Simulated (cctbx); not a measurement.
## Lattice, Laue class and space group of a new crystal

Cell: a = 13.5830 Å, b = 13.5830 Å, c = 5.6900 Å, α = 90.00°, β = 90.00°, γ = 90.00°. Expected content of the cell: Ba16 Cd2 Cr8.

Simulated single-crystal data (cctbx): synchrotron X-rays, λ = 0.7749 Å, to d = 0.6 Å, 70 % of the full sphere, strongest reflection 20000 counts, noise from counting, a 3 % proportional error and a noise floor of 4 counts (s.d.); no absorption.

Tests on the unmerged data give:

```text
14252 reflections to d = 0.600 A
centring   violations  <I/sigma> of those
    A       2719 of  7127      5.5
    B       2689 of  7124      5.5
    C       2722 of  7163      5.5
    I          0 of  7088     -0.0
    R       3474 of  9511      5.4
    F       4065 of 10707      5.5
Laue class    unique    Rint  (classes that these axes allow; Friedel mates merged)
I 1 2/m 1        2616   0.465
I 1 1 2/m        2708   0.034
I 2/m 1 1        2621   0.462
I m m m          1468   0.493
I 4/m            1383   0.039
I 4/m m m         772   0.501
space group    extra absences  I>4sigma  <I/sigma>
I 4                     0          0         -  acentric
I -4                    0          0         -  acentric
I 4/m                   0          0         -  centric
Wilson B = 0.84 A^2   <|E^2-1|> = 0.894 (0.968 centric, 0.736 acentric)   E^2>4: 3.0 %
shell (A)         n   <I/sigma>
 9.61 - 1.20    186     30.8
 1.20 - 0.95    175     29.7
 0.95 - 0.83    164     25.3
 0.83 - 0.76    176     23.2
 0.76 - 0.70    162     19.3
 0.70 - 0.66    173     19.0
 0.66 - 0.63    174     14.8
 0.63 - 0.60    173     16.1
```

Q: Read the symmetry from these tables.

The reflections that I centring forbids are absent (⟨I/σ⟩ near 0), so the lattice is I.

Rint stays low (0.034 to 0.039) up to I 4/m and is 0.462 or more in the other classes.

3 settings pass the absence test. No glide or screw absences show, which leaves I 4, I -4 and I 4/m.

⟨|E²−1|⟩ = 0.894 leans to a centrosymmetric structure. The Wilson B of 0.84 Å² means U ≈ 0.0106 Å².

The true group is I4/m (no. 87), Laue class 4/m, centrosymmetric. The tables only narrow the choice to the tied entries; cell content, site symmetry and trial solutions must settle it.

The model is made up (kin elements in a known structure type, no relaxation), so it says nothing on whether the phase exists.

[Logs are printed without paths, hosts, clocks, repeated set-up lines and the standing remarks that a program may print on its own settings, such as how far it seeks lower states.]
